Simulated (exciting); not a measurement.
# Core excitons at the O K edge of RbLuO2, part 2 of 3

How far do the exchange and direct terms reshape the O K edge of RbLuO2?

exciting sodium; X-ray absorption, core-level Bethe-Salpeter equation, exchange and statically screened direct term, Tamm-Dancoff, all-electron LAPW+lo LDA.

So far. Step 3 (A richer basis for the empty states): Against the first ground state the total energy moves by -10 meV an atom and the gap by -0.01 eV.

### Step 4. Screening, kernels and BSE for O atom 3

The absorber has 3 Lu at 2.24 Å (pyramidal, site symmetry 3m).

File input.xml:

```
<input>
  <title>RbLuO2</title>
  <structure speciespath="." autormt="false" epslat="1.0e-5">
    <crystal>
      <basevect>3.2125344113 1.8547576071 12.0627517599</basevect>
      <basevect>-3.2125344113 1.8547576071 12.0627517599</basevect>
      <basevect>0.0000000000 -3.7095152142 12.0627517599</basevect>
    </crystal>
    <species speciesfile="Lu.xml" rmt="2.240">
      <atom coord="0.5000000000 0.5000000000 0.5000000000"/>
    </species>
    <species speciesfile="Rb.xml" rmt="2.464">
      <atom coord="0.0000000000 0.0000000000 0.0000000000"/>
    </species>
    <species speciesfile="O.xml" rmt="1.866">
      <atom coord="0.7770000000 0.7770000000 0.7770000000"/>
      <atom coord="0.2230000000 0.2230000000 0.2230000000"/>
    </species>
  </structure>
  <groundstate do="skip" xctype="LDA_PW" ngridk="4 4 4" rgkmax="7" gmaxvr="14" nempty="8" swidth="0.001" maxscl="100" epsengy="1e-5"/>
  <xs xstype="BSE" ngridk="3 3 3" ngridq="3 3 3" vkloff="0.097 0.273 0.493" rgkmax="7" nempty="38" gqmax="3" lmaxapwwf="5" lmaxemat="2" broad="0.01654" tevout="true">
    <energywindow intv="18.036 19.652" points="439"/>
    <screening screentype="full" nempty="58"/>
    <BSE xas="true" xasspecies="3" xasatom="1" xasedge="K" bsetype="singlet" nstlxas="1 34"/>
    <qpointset>
      <qpoint>0 0 0</qpoint>
    </qpointset>
    <plan>
      <doonly task="xsgeneigvec"/>
      <doonly task="writepmatxs"/>
      <doonly task="scrgeneigvec"/>
      <doonly task="scrwritepmat"/>
      <doonly task="screen"/>
      <doonly task="scrcoulint"/>
      <doonly task="exccoulint"/>
    </plan>
  </xs>
</input>
```

File input.xml for the last start (plan only):

```
  <plan>
    <doonly task="bse"/>
  </plan>
```

Started as:

```
$ OMP_NUM_THREADS=1 mpirun -n 2 exciting
$ OMP_NUM_THREADS=2 exciting
```

Numbers of over 12 decimals in the logs are rounded to 6 here.

Output:

```text
| EXCITING SODIUM started for task xsgeneigvec ( 301)                          =
One-shot GS runs for BSE calculations
One-shot GS runs for k+qmt/2 grids
Info(xsgeneigvec): Generating eigenvectors for Q-point      1
Info(xsgeneigvec): Generation of eigenvectors finished
| EXCITING SODIUM started for task writepmatxs ( 320)                          =
Info(writepmatxs): Momentum matrix elements finished
| EXCITING SODIUM started for task scrgeneigvec ( 401)                         =
One-shot GS runs for BSE calculations
One-shot GS runs for k+qmt/2 grids
Info(xsgeneigvec): Generating eigenvectors for Q-point      1
Using screening GS parameters.
Info(xsgeneigvec): Generation of eigenvectors finished
| EXCITING SODIUM started for task scrwritepmat ( 420)                         =
Info(writepmatxs): Momentum matrix elements finished
Info(scrwritepmat): Momentum matrix elements for screening finished
| EXCITING SODIUM started for task screen ( 430)                               =
Info(screenlauncher): Calculating screening for unshifted q-grid.
Info(screenlauncher): Number of q points:       6
Info(screenlauncher): lowest (partially)  unoccupied state:     24
Info(screenlauncher): highest (partially) occupied state  :     23
Info(screenlauncher): number of occupied states considered:   23
Info(screenlauncher): number of unoccupied states considered:   59
Info(screenlauncher): Starting loop over q-points
Info(screenlauncher): Screening for unshifted q-grid finished
Info(screenlauncher): Screening finished
| EXCITING SODIUM started for task scrcoulint ( 440)                           =
Info(scrcoulintlauncher): Setting up screened Coulomb interaction matrix W.
Info(scrcoulintlauncher): Using momentum transfer vectors from list :   1 to  1
Info(scrcoulintlauncher): Calculating screened Coulomb interaction matrix W
Info(scrcoulintlauncher): Momentum transfer list index: iqmt=  1
Info(scrcoulintlauncher): Momentum transfer: vqmtl=   0.000   0.000   0.000
Info(scrcoulintlauncher): Calculating RR block of W
Info(scrcoulint): Inspecting occupations...
Info(setranges_modxs): Number of non-reduced k-points:       27
Info(setranges_modxs): Number of states considered:       62
Info(setranges_modxs): Number of (partially) occupied states:        2
Info(setranges_modxs): Highest (partially) occupied states:       23
Info(setranges_modxs): Number of (partially) unoccupied states:       39
Info(setranges_modxs): Lowest (partially) unoccupied states:       24
Info(scrcoulint): Selecting transitions...
Info(select_transitions): Inspecting transitions in the  band interval:
  lowest occupied state:   1
  highest occupied state:   2
  lowest unoccupied state:  24
  highest unoccupied state:  57
  Opening gap with a scissor of:      0.000/H      0.000/eV
Info(select_transitions): Number of participating transitions:    1836
Info(scrcoulint): Size of file SCCLI will be about     0.026045 GB
Info(scrcoulint): Using q-grid
Info(scrcoulint): Number of reduced q-points:      6
Info(scrcoulint): Number of non-reduced q-points:     27
Info(scrcoulint): Calculating W(G1,G2,qr) fourier coefficients
Info(scrcoulint): Calculating W matrix elements
Info(scrcoulintlauncher): Screened coulomb interaction finished for iqmt=   1
| EXCITING SODIUM started for task exccoulint ( 441)                           =
Info(exccoulintlauncher): Setting up exchange interaction matrix V.
Info(exccoulintlauncher): Using momentum transfer vectors from list :   1 to  1
Info(exccoulintlauncher):Calculating exchange interaction matrix V
Info(exccoulintlauncher): Momentum transfer list index: iqmt=  1
Info(exccoulintlauncher): Momentum transfer: vqmtl=   0.000   0.000   0.000
Info(exccoulintlauncher): Calculating RR block of V
Info(exccoulint): Inspecting occupations...
Info(setranges_modxs): Number of non-reduced k-points:       27
Info(setranges_modxs): Number of states considered:       62
Info(setranges_modxs): Number of (partially) occupied states:        2
Info(setranges_modxs): Highest (partially) occupied states:       23
Info(setranges_modxs): Number of (partially) unoccupied states:       39
Info(setranges_modxs): Lowest (partially) unoccupied states:       24
Info(exccoulint): Selecting transitions...
Info(select_transitions): Inspecting transitions in the  band interval:
  lowest occupied state:   1
  highest occupied state:   2
  lowest unoccupied state:  24
  highest unoccupied state:  57
  Opening gap with a scissor of:      0.000/H      0.000/eV
Info(select_transitions): Number of participating transitions:    1836
Info(exccoulint): Size of file EXCLI will be about     0.026045 GB
Info(exccoulint): Generating plane wave matrix elements for momentum transfer iqmt=   1
  Timing (in seconds)	   :     309.973
Info(exccoulint): Generating V matrix elements
Info(exccoulint): Zeroing Coulomb potential at G+qmt index:  1
Info(exccoulintlauncher): Exchange interaction finished for iqmt=   1
| EXCITING SODIUM started for task bse ( 445)                                  =
Info(bselauncher): Init time:    2.118425
Info(bselauncher): Setting up and diagonalizing BSE Hamiltonian.
Info(bselauncher): Using momentum transfer vectors from list :   1 to  1
Info(bselauncher): Distributing qmt-points over   1 processes.
Info(bselauncher): BSE type: singlet
Info(bselauncher): Momentum transfer list index: iqmt=  1
Info(bselauncher): Momentum transfer: vqmtl=   0.000   0.000   0.000
Info(bse): Inspecting occupations...
Info(setranges_modxs): Number of non-reduced k-points:       27
Info(setranges_modxs): Number of states considered:       62
Info(setranges_modxs): Number of (partially) occupied states:        2
Info(setranges_modxs): Highest (partially) occupied states:       23
Info(setranges_modxs): Number of (partially) unoccupied states:       39
Info(setranges_modxs): Lowest (partially) unoccupied states:       24
Info(select_transitions): Inspecting transitions in the  band interval:
  lowest occupied state:   1
  highest occupied state:   2
  lowest unoccupied state:  24
  highest unoccupied state:  57
  Opening gap with a scissor of:      0.000/H      0.000/eV
Info(select_transitions): Number of participating transitions:    1836
Info(bse): Selecting transitions...
Info(bse):bsegap (eV):   502.998013
Info(bse): Assembling BSE matrix
  RR/RA blocks of global BSE-Hamiltonian:
  Size of the Hamiltonian:    1836
  Number of k-points:      27
  Distributing matrix to   1 processes
  Local matrix shape   1836 x  1836
Info(bse): max local RAM needed for BSE matrices ~     0.050230 GB
Info(setup_bse_block): Setting up RR part of hamiltonian
Info(setup_bse_block): Singlet spin state
Info(bse): Diagonalizing RR Hamiltonian (TDA)
Info(bse): Invoking Lapack routine ZHEEVR
      1836 eigen solutions found in the interval:
         i1=       1 i2=    1836
Info(bse): Writing excition energies and oscillator strengths to text file.
Info(makespectrum_dist): Making spectrum using formula for coupling with time reversed AR basis.
Info(makespectrum_dist): Using formalism for vanishing momentum transfer.
Info(writederived): Writing quantities derived from the macroscopic dielectric function.
Info(bselauncher): Spectrum finished for iqmt=  1
Info(bselauncher): All done for BSE type singlet
```

Elapsed: 20 min, on 2 MPI ranks of Arm Neoverse V2, shared host.

Wall time by task: xsgeneigvec 12 s, writepmatxs 6.3 s, scrgeneigvec 7.6 s, scrwritepmat 3.8 s, screen 4.8 min, scrcoulint 9.5 min, exccoulint 5.2 min, bse 6.7 s.

The O K spectrum of O atom 3 (energy from the Kohn–Sham onset, core level to the lowest empty state found on the meshes used, 502.77 eV; the ground-state mesh sets it, and the shifted mesh has its lowest transition 0.23 eV above it; Im ε scaled to the maximum of the singlet run; cut below the end of the band set):

| E (eV) | isotropic | ε ⊥ c | ε ∥ c |
| --- | --- | --- | --- |
| -5.0 | 0.02 | 0.02 | 0.02 |
| -4.5 | 0.02 | 0.02 | 0.02 |
| -4.0 | 0.03 | 0.02 | 0.03 |
| -3.5 | 0.03 | 0.03 | 0.03 |
| -3.0 | 0.04 | 0.04 | 0.04 |
| -2.5 | 0.05 | 0.05 | 0.06 |
| -2.0 | 0.08 | 0.07 | 0.09 |
| -1.5 | 0.13 | 0.11 | 0.17 |
| -1.0 | 0.26 | 0.20 | 0.37 |
| -0.5 | 0.50 | 0.38 | 0.73 |
| 0.0 | 0.72 | 0.71 | 0.74 |
| 0.5 | 0.81 | 0.90 | 0.64 |
| 1.0 | 0.99 | 1.15 | 0.66 |
| 1.5 | 0.77 | 0.86 | 0.60 |
| 2.0 | 0.55 | 0.53 | 0.60 |
| 2.5 | 0.51 | 0.40 | 0.73 |
| 3.0 | 0.49 | 0.37 | 0.73 |
| 3.5 | 0.44 | 0.35 | 0.61 |
| 4.0 | 0.40 | 0.36 | 0.46 |
| 4.5 | 0.41 | 0.41 | 0.41 |
| 5.0 | 0.54 | 0.59 | 0.43 |
| 5.5 | 0.77 | 0.86 | 0.57 |
| 6.0 | 0.72 | 0.77 | 0.63 |
| 6.5 | 0.59 | 0.66 | 0.45 |
| 7.0 | 0.44 | 0.51 | 0.30 |
| 7.5 | 0.36 | 0.41 | 0.26 |
| 8.0 | 0.32 | 0.34 | 0.28 |
| 8.5 | 0.33 | 0.35 | 0.30 |
| 9.0 | 0.27 | 0.28 | 0.23 |
| 9.5 | 0.22 | 0.23 | 0.20 |
| 10.0 | 0.19 | 0.20 | 0.18 |
| 10.5 | 0.15 | 0.14 | 0.16 |
| 11.0 | 0.13 | 0.11 | 0.18 |
| 11.5 | 0.16 | 0.12 | 0.25 |
| 12.0 | 0.19 | 0.14 | 0.28 |
| 12.5 | 0.18 | 0.15 | 0.23 |
| 13.0 | 0.20 | 0.18 | 0.23 |
| 13.5 | 0.20 | 0.19 | 0.21 |
| 14.0 | 0.19 | 0.19 | 0.18 |
| 14.5 | 0.17 | 0.17 | 0.17 |
| 15.0 | 0.14 | 0.13 | 0.16 |
| 15.5 | 0.14 | 0.14 | 0.15 |
| 16.0 | 0.18 | 0.18 | 0.17 |
| 16.5 | 0.18 | 0.18 | 0.17 |
| 17.0 | 0.17 | 0.16 | 0.20 |
| 17.5 | 0.18 | 0.16 | 0.23 |
| 18.0 | 0.15 | 0.14 | 0.17 |
| 18.5 | 0.13 | 0.13 | 0.13 |
| 19.0 | 0.14 | 0.14 | 0.14 |
| 19.5 | 0.13 | 0.12 | 0.14 |
| 20.0 | 0.12 | 0.12 | 0.13 |
| 20.5 | 0.14 | 0.15 | 0.14 |
| 21.0 | 0.15 | 0.17 | 0.13 |
| 21.5 | 0.16 | 0.18 | 0.12 |
| 22.0 | 0.17 | 0.20 | 0.13 |
| 22.5 | 0.19 | 0.21 | 0.13 |
| 23.0 | 0.22 | 0.26 | 0.15 |
| 23.5 | 0.24 | 0.28 | 0.16 |
| 24.0 | 0.24 | 0.27 | 0.17 |
| 24.5 | 0.26 | 0.29 | 0.21 |

Maxima (height): 1.0 eV (1.00), 5.6 eV (0.78), 8.4 eV (0.33), 13.3 eV (0.20) and 17.5 eV (0.18).

The Hamiltonian has 1836 rows. The lowest groups of eigenvalues and the brightest ones, on the scale above (the program counts from the shifted mesh's onset, 0.23 eV higher). Core spinors bring spin-forbidden partners, so dark means forbidden by spin or by symmetry, and the shifted mesh splits states that symmetry would keep together:

| energy (eV) | states within 10 meV | relative strength |
| --- | --- | --- |
| -0.743 | 2 | 0.48 |
| -0.628 | 2 | 0.23 |
| -0.357 | 1 | dark |
| -0.343 | 1 | 1.00 |
| -0.139 | 2 | 0.31 |
| -0.075 | 2 | 0.28 |
| 0.007 | 2 | 0.56 |
| 0.093 | 2 | 0.65 |
| 1.055 | 2 | 0.64 |
| 1.095 | 2 | 0.54 |
| 1.145 | 2 | 0.78 |
| 5.577 | 2 | 0.68 |

### Step 5. Independent particles

Changes to input.xml since step 4:

```diff
@@ -23,3 +23,3 @@
     <screening screentype="full" nempty="58"/>
-    <BSE xas="true" xasspecies="3" xasatom="1" xasedge="K" bsetype="singlet" nstlxas="1 34"/>
+    <BSE xas="true" xasspecies="3" xasatom="1" xasedge="K" bsetype="IP" nstlxas="1 34"/>
     <qpointset>
@@ -28,9 +28,3 @@
     <plan>
-      <doonly task="xsgeneigvec"/>
-      <doonly task="writepmatxs"/>
-      <doonly task="scrgeneigvec"/>
-      <doonly task="scrwritepmat"/>
-      <doonly task="screen"/>
-      <doonly task="scrcoulint"/>
-      <doonly task="exccoulint"/>
+      <doonly task="bse"/>
     </plan>
```

Started as:

```
$ OMP_NUM_THREADS=2 exciting
```

Output:

```text
| EXCITING SODIUM started for task bse ( 445)                                  =
Info(bselauncher): Init time:    2.117461
Info(bselauncher): Setting up and diagonalizing BSE Hamiltonian.
Info(bselauncher): Using momentum transfer vectors from list :   1 to  1
Info(bselauncher): Distributing qmt-points over   1 processes.
Info(bselauncher): BSE type: IP
Info(bselauncher): Momentum transfer list index: iqmt=  1
Info(bselauncher): Momentum transfer: vqmtl=   0.000   0.000   0.000
Info(bse): Inspecting occupations...
Info(setranges_modxs): Number of non-reduced k-points:       27
[...]
highest unoccupied state:  57
  Opening gap with a scissor of:      0.000/H      0.000/eV
Info(select_transitions): Number of participating transitions:    1836
Info(bse): Selecting transitions...
Info(bse):bsegap (eV):   502.998013
Info(bse): IP requested, nothing much to do
Info(bse): Writing excition energies and oscillator strengths to text file.
Info(makespectrum_dist): Making spectrum using formula for coupling with time reversed AR basis.
Info(makespectrum_dist): Using formalism for vanishing momentum transfer.
Info(writederived): Writing quantities derived from the macroscopic dielectric function.
Info(bselauncher): Spectrum finished for iqmt=  1
Info(bselauncher): All done for BSE type IP
```

It took 3 s on 2 threads.

Maxima (height): 3.1 eV (0.57), 8.5 eV (0.77), 14.5 eV (0.27) and 18.5 eV (0.25). The spectrum differs from the singlet run by 70 % r.m.s. Moving the earlier curve by +2.8 eV leaves 31 %. The highest maximum lies at 8.5 eV (0.77), against 1.0 eV (1.00).

### Step 6. Exchange alone

Changes to input.xml since step 5:

```diff
@@ -23,3 +23,3 @@
     <screening screentype="full" nempty="58"/>
-    <BSE xas="true" xasspecies="3" xasatom="1" xasedge="K" bsetype="IP" nstlxas="1 34"/>
+    <BSE xas="true" xasspecies="3" xasatom="1" xasedge="K" bsetype="RPA" nstlxas="1 34"/>
     <qpointset>
```

Started as:

```
$ OMP_NUM_THREADS=2 exciting
```

Output:

```text
| EXCITING SODIUM started for task bse ( 445)                                  =
Info(bselauncher): Init time:    2.139916
Info(bselauncher): Setting up and diagonalizing BSE Hamiltonian.
Info(bselauncher): Using momentum transfer vectors from list :   1 to  1
Info(bselauncher): Distributing qmt-points over   1 processes.
Info(bselauncher): BSE type: RPA
Info(bselauncher): Momentum transfer list index: iqmt=  1
Info(bselauncher): Momentum transfer: vqmtl=   0.000   0.000   0.000
Info(bse): Inspecting occupations...
Info(setranges_modxs): Number of non-reduced k-points:       27
[...]
Info(setup_bse_block): Setting up RR part of hamiltonian
Info(setup_bse_block): Using RPA approximation
Info(bse): Diagonalizing RR Hamiltonian (TDA)
Info(bse): Invoking Lapack routine ZHEEVR
      1836 eigen solutions found in the interval:
         i1=       1 i2=    1836
Info(bse): Writing excition energies and oscillator strengths to text file.
Info(makespectrum_dist): Making spectrum using formula for coupling with time reversed AR basis.
Info(makespectrum_dist): Using formalism for vanishing momentum transfer.
Info(writederived): Writing quantities derived from the macroscopic dielectric function.
Info(bselauncher): Spectrum finished for iqmt=  1
Info(bselauncher): All done for BSE type RPA
```

Elapsed: 7.5 s, on 2 threads.

Maxima (height): 3.2 eV (0.54), 8.6 eV (0.76), 14.5 eV (0.27) and 18.5 eV (0.25). The spectrum differs from the independent-particle run by 3 % r.m.s.

### Step 7. Another input

In this try the input is made faulty on purpose, to show what that does.

Changes to input.xml since step 6:

```diff
@@ -22,4 +22,4 @@
     <energywindow intv="18.036 19.652" points="439"/>
-    <screening screentype="full" nempty="58"/>
-    <BSE xas="true" xasspecies="3" xasatom="1" xasedge="K" bsetype="RPA" nstlxas="1 34"/>
+    <screening screentype="full" nempty="3"/>
+    <BSE xas="true" xasspecies="3" xasatom="1" xasedge="K" bsetype="singlet" nstlxas="1 34"/>
     <qpointset>
@@ -28,3 +28,6 @@
     <plan>
-      <doonly task="bse"/>
+      <doonly task="scrgeneigvec"/>
+      <doonly task="scrwritepmat"/>
+      <doonly task="screen"/>
+      <doonly task="scrcoulint"/>
     </plan>
```

File input.xml for the last start (plan only):

```
  <plan>
    <doonly task="bse"/>
  </plan>
```

Started as:

```
$ OMP_NUM_THREADS=1 mpirun -n 2 exciting
$ OMP_NUM_THREADS=2 exciting
```

Output:

```text
| EXCITING SODIUM started for task scrgeneigvec ( 401)                         =
One-shot GS runs for BSE calculations
One-shot GS runs for k+qmt/2 grids
Info(xsgeneigvec): Generating eigenvectors for Q-point      1
Using screening GS parameters.
Info(xsgeneigvec): Generation of eigenvectors finished
| EXCITING SODIUM started for task scrwritepmat ( 420)                         =
Info(writepmatxs): Momentum matrix elements finished
Info(scrwritepmat): Momentum matrix elements for screening finished
| EXCITING SODIUM started for task screen ( 430)                               =
[...]
Info(setup_bse_block): Setting up RR part of hamiltonian
Info(setup_bse_block): Singlet spin state
Info(bse): Diagonalizing RR Hamiltonian (TDA)
Info(bse): Invoking Lapack routine ZHEEVR
      1836 eigen solutions found in the interval:
         i1=       1 i2=    1836
Info(bse): Writing excition energies and oscillator strengths to text file.
Info(makespectrum_dist): Making spectrum using formula for coupling with time reversed AR basis.
Info(makespectrum_dist): Using formalism for vanishing momentum transfer.
Info(writederived): Writing quantities derived from the macroscopic dielectric function.
Info(bselauncher): Spectrum finished for iqmt=  1
Info(bselauncher): All done for BSE type singlet
```

The job ended after 12 min (2 MPI ranks).

Wall time by task: scrgeneigvec 89 s, scrwritepmat 3.2 s, screen 37 s, scrcoulint 9.5 min, bse 6.6 s.

The input has a fault: far too few empty states in the screening. Against the singlet run the r.m.s. difference is 85 %. Moving the earlier curve by -1.8 eV leaves 41 %. The highest maximum lies at -1.2 eV (1.65), against 1.0 eV (1.00). The first bright state moves from -0.74 to -1.65 eV. Too few states underscreen, so the attraction is too strong.

| E (eV) | first run | this run |
| --- | --- | --- |
| -5.0 | 0.02 | 0.04 |
| -4.0 | 0.03 | 0.07 |
| -3.0 | 0.04 | 0.16 |
| -2.0 | 0.08 | 0.70 |
| -1.0 | 0.26 | 1.61 |
| 0.0 | 0.72 | 0.84 |
| 1.0 | 0.99 | 0.48 |
| 2.0 | 0.55 | 0.40 |
| 3.0 | 0.49 | 0.36 |
| 4.0 | 0.40 | 0.50 |
| 5.0 | 0.54 | 0.52 |
| 6.0 | 0.72 | 0.30 |
| 7.0 | 0.44 | 0.21 |
| 8.0 | 0.32 | 0.21 |
| 9.0 | 0.27 | 0.14 |
| 10.0 | 0.19 | 0.11 |
| 11.0 | 0.13 | 0.13 |
| 12.0 | 0.19 | 0.14 |
| 13.0 | 0.20 | 0.16 |
| 14.0 | 0.19 | 0.13 |
| 15.0 | 0.14 | 0.12 |
| 16.0 | 0.18 | 0.14 |
| 17.0 | 0.17 | 0.14 |
| 18.0 | 0.15 | 0.11 |
| 19.0 | 0.14 | 0.11 |
| 20.0 | 0.12 | 0.12 |
| 21.0 | 0.15 | 0.14 |
| 22.0 | 0.17 | 0.16 |
| 23.0 | 0.22 | 0.19 |
| 24.0 | 0.24 | 0.19 |

[end of part 2 of 3]

[Banner, clock and machine lines of the logs are left out without a mark of their own.]

[Logs are printed without paths, hosts, clocks, repeated set-up lines and the standing remarks that a program may print on its own settings, such as how far it seeks lower states.]

[Hosts, paths, dates, database ids (printed as entryN), source tags and the programs' standing remarks are cut or masked in the printed files.]
